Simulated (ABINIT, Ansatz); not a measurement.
Records of electronic-structure calculations.

### Quasiparticle gap of Ca2H3Br (P-3m1) in ABINIT

The structure is trigonal, space group P-3m1 (No. 164). The conventional cell has a = 3.903 Å, b = 3.903 Å, c = 6.854 Å, α = 90.00°, β = 90.00°, γ = 120.00°. Nearest to Ca lie 7 H at 2.27 to 2.59 Å and 3 Br at 3.12 Å. Nearest to H lie 4 Ca at 2.27 to 2.30 Å. H has 6 H at 2.48 Å and 6 Ca at 2.59 Å nearest. Nearest to Br lie 6 Ca at 3.12 Å. Farther neighbours, and contacts between anions beyond the nearest, are not listed.

* method: RPA screening on LDA, plane waves, norm-conserving pseudopotentials (and 2 further levels or steps)
* program: ABINIT 10.8.3
* settings: cutoff 31 Ha, PseudoDojo scalar-relativistic 0.4.1 standard, norm-conserving, ngkpt (3, 3, 2), nband 59, ecuteps 3.6 Ha, inclvkb 2, shiftk (0, 0, 0), symchi 1, awtr 1, frequency ppm, 3×3×2 k-mesh
* cost: 4 runs, 79 s in all on 4 MPI ranks of Arm Neoverse V1, shared host
* notes: The program’s warnings: nkpt*nsppol () is not a multiple of nproc spkpt (). The cell and positions are those that the Materials Project relaxed with its own functionals (PBE, PBE+U or r2SCAN), kept fixed. Limits: no spin-orbit coupling. Local fields lower the RPA ε∞ on this mesh from 8.79 to 7.95; a Γ-centred mesh this coarse tends to raise both, most where the direct gap is narrow, while a short band sum lowers them. The 3×3×2 mesh is coarse for this cell, which bears on the long-range parts of exchange and screening.
* LDA gap: 1.23 eV, indirect
* G0W0 gap on the mesh: 3.07 eV
* G0W0 gap over the zone (rigid shift): 2.91 eV
* GW settings: 3×3×2 mesh, 59 bands, screening to 98 eV, Godby-Needs plasmon pole
* known limits: short of the basis limit; no spin-orbit coupling; coarse k mesh

G0W0 moves the gap on the mesh from 1.39 eV to 3.07 eV (+1.68 eV), with Z of 0.79 and 0.82 at the edges. The mesh misses the band edges by 0.16 eV in all; a rigid shift gives 2.91 eV for the zone.

[Paths, hosts, dates, memory and timing lines, banners, echoed tables and standing remarks are left out of the program output; an Ansatz launch command may be rebuilt from the run's recorded settings. Measured values are a selection of at most five: reports struck by readers or far from the other reports are left out. None is set beside runs whose start may be inverted or whose files or cutoffs have a known fault.]

[Runs of the session that timed out or met a known fault of the program may be left out.]

[Hosts, paths, dates, database ids (printed as entryN), source tags and the programs' standing remarks are cut or masked in the printed files.]

[G0W0 gaps are taken among the corrected bands and points alone; a level outside them can change the order at an edge.]

[Where Ansatz stands beside ABINIT at settings called matched, ABINIT's density can come from a denser mesh and the files from another edition; pairs whose starting gaps differed by over 0.03 eV were left out, so agreement reads better than it is.]
